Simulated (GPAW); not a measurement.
# Quasiparticle gap of TiNCl (Pmmn) in GPAW

Wanted: ground state, empty states, screening and self-energy for TiNCl (Pmmn).

Method: LDA and many-body steps on it, plane waves, in GPAW 26.7.0.

Report form: the programs' logs are mostly left out.

### 1. The starting structure

It takes space group Pmmn (No. 59, orthorhombic). The conventional cell has a = 3.258 Å, b = 3.937 Å, c = 7.803 Å, α = 90.00°, β = 90.00°, γ = 90.00°. Ti has 4 N at 2.01 Å and 2 Cl at 2.42 Å nearest. N has 4 Ti at 2.01 Å nearest. Nearest to Cl lie 2 Ti at 2.42 Å. Farther neighbours and most contacts between anions are not listed.

As a file:

```cif
data_structure
_symmetry_space_group_name_H-M 'Pmmn:1'
_symmetry_Int_Tables_number 59
_cell_length_a 3.2580
_cell_length_b 3.9370
_cell_length_c 7.8030
_cell_angle_alpha 90.000
_cell_angle_beta 90.000
_cell_angle_gamma 90.000
_cell_volume 100.09
loop_
_atom_site_label
_atom_site_type_symbol
_atom_site_symmetry_multiplicity
_atom_site_Wyckoff_symbol
_atom_site_fract_x
_atom_site_fract_y
_atom_site_fract_z
_atom_site_occupancy
Ti1 Ti 2 b 0.00000 0.50000 0.10000 1
N1 N 2 a 0.50000 0.50000 0.95000 1
Cl1 Cl 2 a 0.50000 0.50000 0.33000 1
```

The cell and positions come from the Crystallography Open Database and are kept as given unless a step says otherwise.

### 2. Ground state

This step: GPAW 26.7.0; DFT, LDA, plane waves, PAW.

The ground-state density comes first.

Input file run.py:

```python
import json
import numpy as np
from gpaw.mpi import world
from ase import Atoms
from gpaw import GPAW, PW, FermiDirac

atoms = Atoms(['Ti', 'Ti', 'N', 'N', 'Cl', 'Cl'],
    cell=[[3.2580000000, 0.0000000000, 0.0000000000],
      [0.0000000000, 3.9370000000, 0.0000000000],
      [0.0000000000, 0.0000000000, 7.8030000000]],
    scaled_positions=[[0.0000000000, 0.5000000000, 0.1000000000],
      [0.5000000000, 0.0000000000, 0.9000000000],
      [0.5000000000, 0.5000000000, 0.9500000000],
      [0.0000000000, 0.0000000000, 0.0500000000],
      [0.5000000000, 0.5000000000, 0.3300000000],
      [0.0000000000, 0.0000000000, 0.6700000000]],
    pbc=(True, True, True))
calc = GPAW(mode=PW(600),
    xc='LDA',
    kpts={'size': (8, 6, 4), 'gamma': True},
    occupations=FermiDirac(0.001),
    nbands=-9,
    convergence={'density': 1e-6, 'bands': -3},
    maxiter=100,
    txt='gs.txt')
atoms.calc = calc
res = {'energy': atoms.get_potential_energy()}
kpts = calc.get_ibz_k_points()
res['kpts'] = kpts
res['eigenvalues'] = [calc.get_eigenvalues(kpt=k) for k in range(len(kpts))]
res['n_electrons'] = calc.get_number_of_electrons()
calc.write('gs.gpw')

if world.rank == 0:
    with open('result.json', 'w') as f:
        json.dump(res, f, default=lambda x: x.tolist())
```

The run is started by

```console
$ mpirun -n 8 gpaw python run.py
```

The job ended after 24 s (8 MPI ranks of Arm Neoverse V1, shared host; peak memory 1.7 GiB).

This step gave:

```
total energy               : -47.29 eV
gap                        : 0.5290 eV
k of the valence top       : 0, 0, 0.25
k of the conduction bottom : 0, 0, 0
least direct gap           : 0.5291 eV
```

The gap is direct, at (0.000, 0.000, 0.250).

### 3. Bands along the symmetry lines

The cheap functional maps the bands first; the places of the edges decide which points the dearer methods must see.

Input file run.py:

```python
import json
import numpy as np
from gpaw.mpi import world
from gpaw import GPAW

path = [[0.000000, 0.000000, 0.000000],
    [0.062500, 0.000000, 0.000000],
    [0.125000, 0.000000, 0.000000],
    [0.187500, 0.000000, 0.000000],
    [0.250000, 0.000000, 0.000000],
    [0.312500, 0.000000, 0.000000],
    [0.375000, 0.000000, 0.000000],
    [0.437500, 0.000000, 0.000000],
    [0.500000, 0.000000, 0.000000],
    [0.500000, 0.062500, 0.000000],
    [0.500000, 0.125000, 0.000000],
    [0.500000, 0.187500, 0.000000],
    [0.500000, 0.250000, 0.000000],
    [0.500000, 0.312500, 0.000000],
    [0.500000, 0.375000, 0.000000],
    [0.500000, 0.437500, 0.000000],
    [0.500000, 0.500000, 0.000000],
    [0.437500, 0.500000, 0.000000],
    [0.375000, 0.500000, 0.000000],
    [0.312500, 0.500000, 0.000000],
    [0.250000, 0.500000, 0.000000],
    [0.187500, 0.500000, 0.000000],
    [0.125000, 0.500000, 0.000000],
    [0.062500, 0.500000, 0.000000],
    [0.000000, 0.500000, 0.000000],
    [0.000000, 0.437500, 0.000000],
    [0.000000, 0.375000, 0.000000],
    [0.000000, 0.312500, 0.000000],
    [0.000000, 0.250000, 0.000000],
    [0.000000, 0.187500, 0.000000],
    [0.000000, 0.125000, 0.000000],
    [0.000000, 0.062500, 0.000000],
    [0.000000, 0.000000, 0.000000],
    [0.000000, 0.000000, 0.062500],
    [0.000000, 0.000000, 0.125000],
    [0.000000, 0.000000, 0.187500],
    [0.000000, 0.000000, 0.250000],
    [0.000000, 0.000000, 0.312500],
    [0.000000, 0.000000, 0.375000],
    [0.000000, 0.000000, 0.437500],
    [0.000000, 0.000000, 0.500000],
    [0.062500, 0.000000, 0.500000],
    [0.125000, 0.000000, 0.500000],
    [0.187500, 0.000000, 0.500000],
    [0.250000, 0.000000, 0.500000],
    [0.312500, 0.000000, 0.500000],
    [0.375000, 0.000000, 0.500000],
    [0.437500, 0.000000, 0.500000],
    [0.500000, 0.000000, 0.500000],
    [0.500000, 0.062500, 0.500000],
    [0.500000, 0.125000, 0.500000],
    [0.500000, 0.187500, 0.500000],
    [0.500000, 0.250000, 0.500000],
    [0.500000, 0.312500, 0.500000],
    [0.500000, 0.375000, 0.500000],
    [0.500000, 0.437500, 0.500000],
    [0.500000, 0.500000, 0.500000],
    [0.437500, 0.500000, 0.500000],
    [0.375000, 0.500000, 0.500000],
    [0.312500, 0.500000, 0.500000],
    [0.250000, 0.500000, 0.500000],
    [0.187500, 0.500000, 0.500000],
    [0.125000, 0.500000, 0.500000],
    [0.062500, 0.500000, 0.500000],
    [0.000000, 0.500000, 0.500000],
    [0.000000, 0.437500, 0.500000],
    [0.000000, 0.375000, 0.500000],
    [0.000000, 0.312500, 0.500000],
    [0.000000, 0.250000, 0.500000],
    [0.000000, 0.187500, 0.500000],
    [0.000000, 0.125000, 0.500000],
    [0.000000, 0.062500, 0.500000],
    [0.000000, 0.000000, 0.500000],
    [0.500000, 0.000000, 0.000000],
    [0.500000, 0.000000, 0.062500],
    [0.500000, 0.000000, 0.125000],
    [0.500000, 0.000000, 0.187500],
    [0.500000, 0.000000, 0.250000],
    [0.500000, 0.000000, 0.312500],
    [0.500000, 0.000000, 0.375000],
    [0.500000, 0.000000, 0.437500],
    [0.500000, 0.000000, 0.500000],
    [0.000000, 0.500000, 0.000000],
    [0.000000, 0.500000, 0.062500],
    [0.000000, 0.500000, 0.125000],
    [0.000000, 0.500000, 0.187500],
    [0.000000, 0.500000, 0.250000],
    [0.000000, 0.500000, 0.312500],
    [0.000000, 0.500000, 0.375000],
    [0.000000, 0.500000, 0.437500],
    [0.000000, 0.500000, 0.500000],
    [0.500000, 0.500000, 0.000000],
    [0.500000, 0.500000, 0.062500],
    [0.500000, 0.500000, 0.125000],
    [0.500000, 0.500000, 0.187500],
    [0.500000, 0.500000, 0.250000],
    [0.500000, 0.500000, 0.312500],
    [0.500000, 0.500000, 0.375000],
    [0.500000, 0.500000, 0.437500],
    [0.500000, 0.500000, 0.500000]]
calc = GPAW('gs.gpw').fixed_density(kpts=path,
    symmetry='off',
    nbands=34,
    convergence={'bands': 30},
    txt='bands.txt')
res = {}
kpts = calc.get_ibz_k_points()
res['kpts'] = kpts
res['eigenvalues'] = [calc.get_eigenvalues(kpt=k) for k in range(len(kpts))]
res['n_electrons'] = calc.get_number_of_electrons()

if world.rank == 0:
    with open('result.json', 'w') as f:
        json.dump(res, f, default=lambda x: x.tolist())
```

The run is started by

```console
$ mpirun -n 8 gpaw python run.py
```

Elapsed: 25 s, on 8 MPI ranks; peak memory 1.9 GiB.

Numbers from this step:

- gap: 0.5286 eV
- k of the valence top: 0, 0, 0.3125
- k of the conduction bottom: 0, 0, 0
- least direct gap: 0.5288 eV

The gap is 0.529 eV, as in the run before at this level.

Electronic bands along the path, in eV, zero at the top of the highest filled band:

| point | band 21 | band 22 | band 23 | band 24 | band 25 | band 26 | band 27 | band 28 |
| --- | --- | --- | --- | --- | --- | --- | --- | --- |
| Γ | -2.01 | -1.75 | -0.85 | 0.00 | 0.53 | 1.63 | 2.11 | 2.12 |
| halfway | -2.37 | -1.67 | -1.45 | -1.38 | 1.71 | 2.00 | 2.03 | 2.21 |
| X | -1.79 | -1.79 | -1.25 | -1.25 | 1.94 | 1.94 | 2.02 | 2.02 |
| halfway | -2.14 | -2.14 | -1.26 | -1.26 | 1.57 | 1.57 | 1.97 | 1.97 |
| S | -2.39 | -2.39 | -2.25 | -2.25 | 1.92 | 1.92 | 2.11 | 2.11 |
| halfway | -2.25 | -2.25 | -1.99 | -1.99 | 1.55 | 1.55 | 2.10 | 2.10 |
| Y | -2.19 | -2.19 | -1.80 | -1.80 | 1.36 | 1.36 | 2.24 | 2.24 |
| halfway | -1.96 | -1.86 | -1.57 | -1.43 | 1.49 | 1.65 | 1.65 | 2.16 |
| Γ | -2.01 | -1.75 | -0.85 | 0.00 | 0.53 | 1.63 | 2.11 | 2.12 |
| halfway | -1.95 | -1.93 | -0.91 | 0.00 | 0.53 | 1.62 | 2.06 | 2.11 |
| Z | -2.26 | -1.85 | -0.97 | 0.00 | 0.53 | 1.62 | 2.01 | 2.10 |
| halfway | -2.09 | -1.68 | -1.48 | -1.42 | 1.68 | 1.99 | 2.10 | 2.15 |
| U | -1.79 | -1.79 | -1.28 | -1.28 | 1.90 | 1.90 | 2.00 | 2.00 |
| halfway | -2.12 | -2.12 | -1.22 | -1.22 | 1.56 | 1.56 | 1.96 | 1.96 |
| R | -2.45 | -2.45 | -2.08 | -2.08 | 1.95 | 1.95 | 2.07 | 2.07 |
| halfway | -2.61 | -2.61 | -1.75 | -1.75 | 1.51 | 1.51 | 2.27 | 2.27 |
| T | -1.80 | -1.80 | -1.54 | -1.54 | 1.35 | 1.35 | 2.23 | 2.23 |
| halfway | -1.85 | -1.75 | -1.52 | -1.39 | 1.47 | 1.63 | 1.72 | 2.07 |
| Z | -2.26 | -1.85 | -0.97 | 0.00 | 0.53 | 1.62 | 2.01 | 2.10 |
| jump to X | -1.79 | -1.79 | -1.25 | -1.25 | 1.94 | 1.94 | 2.02 | 2.02 |
| halfway | -1.79 | -1.79 | -1.27 | -1.27 | 1.92 | 1.92 | 2.01 | 2.01 |
| U | -1.79 | -1.79 | -1.28 | -1.28 | 1.90 | 1.90 | 2.00 | 2.00 |
| jump to Y | -2.19 | -2.19 | -1.80 | -1.80 | 1.36 | 1.36 | 2.24 | 2.24 |
| halfway | -1.80 | -1.80 | -1.79 | -1.79 | 1.35 | 1.35 | 2.23 | 2.23 |
| T | -1.80 | -1.80 | -1.54 | -1.54 | 1.35 | 1.35 | 2.23 | 2.23 |
| jump to S | -2.39 | -2.39 | -2.25 | -2.25 | 1.92 | 1.92 | 2.11 | 2.11 |

### 4. Empty states on the mesh, 4×4×2 mesh, 652 bands

The sums over transitions need many empty states on a uniform mesh; this step solves for them.

Input file run.py:

```python
import json
import numpy as np
from gpaw.mpi import world
from gpaw import GPAW

calc = GPAW('gs.gpw').fixed_density(kpts={'size': (4, 4, 2), 'gamma': True},
    parallel={'domain': 1, 'band': 1},
    txt='nscf.txt')
calc.diagonalize_full_hamiltonian(nbands=652)
calc.write('full.gpw', mode='all')
res = {}
kpts = calc.get_ibz_k_points()
res['kpts'] = kpts
res['eigenvalues'] = [calc.get_eigenvalues(kpt=k) for k in range(len(kpts))]
res['n_electrons'] = calc.get_number_of_electrons()

if world.rank == 0:
    with open('result.json', 'w') as f:
        json.dump(res, f, default=lambda x: x.tolist())
```

The run is started by

```console
$ mpirun -n 8 gpaw python run.py
```

Elapsed: 2.2 min, on 8 MPI ranks; peak memory 9.1 GiB; 18 min of CPU time.

This step gave:

```
gap                                                           : 0.5299 eV
k of the valence top                                          : 0, 0, 0.5
k of the conduction bottom                                    : 0, 0, 0
least direct gap                                              : 0.5301 eV
k points computed                                             : 18
lowest point of the top converged band, above the valence top : 184.4512 eV
```

On this mesh the gap is 0.530 eV.

### 5. Screening and self-energy, 4×4×2 mesh, 298 bands, screening to 120 eV

G0W0 replaces the xc potential by the self-energy, built once from these orbitals. Only a window of levels is corrected, while the sums run over the empty bands that the input names.

This step: G0W0 on LDA, plane waves, PAW.

Input file run.py:

```python
import json
import numpy as np
from gpaw.mpi import world
from gpaw.response.g0w0 import G0W0

gw = G0W0('full.gpw',
    filename='gw',
    kpts=[0, 1],
    bands=(22, 26),
    ecut=120,
    nbands=298,
    integrate_gamma='WS',
    ppa=True)
gw.calculate()
res = {mode: {k: v for k, v in r.items() if k != 'sigma_eskwn'}
       for mode, r in gw.all_results.items()}

if world.rank == 0:
    with open('result.json', 'w') as f:
        json.dump(res, f, default=lambda x: x.tolist())
```

The run is started by

```console
$ mpirun -n 8 gpaw python run.py
```

Elapsed: 3.2 min, on 8 MPI ranks; peak memory 4.2 GiB.

This step gave:

| Item | Value |
| --- | --- |
| G0W0 gap on the points computed | 1.744 eV |
| least direct G0W0 gap on the computed points | 1.745 eV |
| Z at the valence top | 0.7543 |
| Z at the conduction bottom | 0.7545 |
| starting gap on the mesh | 0.5299 eV |
| k of the valence top | 0, 0, 0.5 |
| k of the conduction bottom | 0, 0, 0 |

The gap on the mesh goes from 0.53 eV to 1.74 eV, a correction of +1.21 eV.

Limits: finite bands, cutoff and mesh; coarse k mesh. v1 is the top filled band, c1 the lowest empty one. The levels before and after the correction (eV, zero at the valence-band top of each column):

|  | conduction bottom | valence top |
| --- | --- | --- |
| Kohn-Sham | 0.53 | 0.00 |
| G0W0 | 1.74 | 0.00 |

|  | level | energy (eV) |
| --- | --- | --- |
| Kohn-Sham | Γ v2 | -0.854 |
| Kohn-Sham | Γ v1 | -0.003 |
| Kohn-Sham | Γ c1 | 0.530 |
| Kohn-Sham | Γ c2 | 1.629 |
| Kohn-Sham | (0 0 0.5) v2 | -0.973 |
| Kohn-Sham | (0 0 0.5) v1 | 0.000 |
| Kohn-Sham | (0 0 0.5) c1 | 0.530 |
| Kohn-Sham | (0 0 0.5) c2 | 1.618 |
| G0W0 | Γ v2 | -1.341 |
| G0W0 | Γ v1 | -0.004 |
| G0W0 | Γ c1 | 1.744 |
| G0W0 | Γ c2 | 2.936 |
| G0W0 | (0 0 0.5) v2 | -1.432 |
| G0W0 | (0 0 0.5) v1 | 0.000 |
| G0W0 | (0 0 0.5) c1 | 1.745 |
| G0W0 | (0 0 0.5) c2 | 2.917 |

### 6. Where the time went

Times are wall times on 8 MPI ranks of Arm Neoverse V1, shared host, good to a factor of about two.

| step | time | share | memory (GiB) |
| --- | --- | --- | --- |
| ground state | 24 s | 6 % | 1.7 |
| bands along the symmetry lines | 25 s | 7 % | 1.9 |
| empty states on the mesh | 2.2 min | 35 % | 9.1 |
| screening and self-energy | 3.2 min | 52 % | 4.2 |

### 7. What came out

- LDA gap: 0.53 eV, direct
- G0W0 gap on the mesh: 1.74 eV
- GW settings: 4×4×2 mesh, 298 bands, screening to 120 eV, Godby-Needs plasmon pole
- known limits: not at the basis limit; coarse k mesh

**Reading.** G0W0 moves the gap on the mesh from 0.53 eV to 1.74 eV (+1.21 eV), with Z of 0.75 and 0.75 at the edges. Only 2 of the mesh's irreducible points were corrected, so a valley elsewhere could overtake. Bands and cutoff are finite, so the gap is not at the basis limit. The miss can reach some tenths of an eV and take either sign; the mesh is an error of its own. These stock PAW sets were not made for GW. In the G0W0 run levels were corrected at 2 k points alone, so a gap called «on the mesh» is the least over those, and an edge elsewhere would be missed. The 4×4×2 mesh is coarse for this cell, which bears on the long-range parts of exchange and screening.

[Paths, hosts, dates, memory and timing lines, banners, echoed tables and standing remarks are left out of the program output.]

[Logs are printed without paths, hosts, clocks, repeated set-up lines and the standing remarks that a program may print on its own settings, such as how far it seeks lower states.]

[Runs of the session that timed out or met a known fault of the program may be left out.]

[Hosts, paths, dates, database ids (printed as entryN), source tags and the programs' standing remarks are cut or masked in the printed files.]
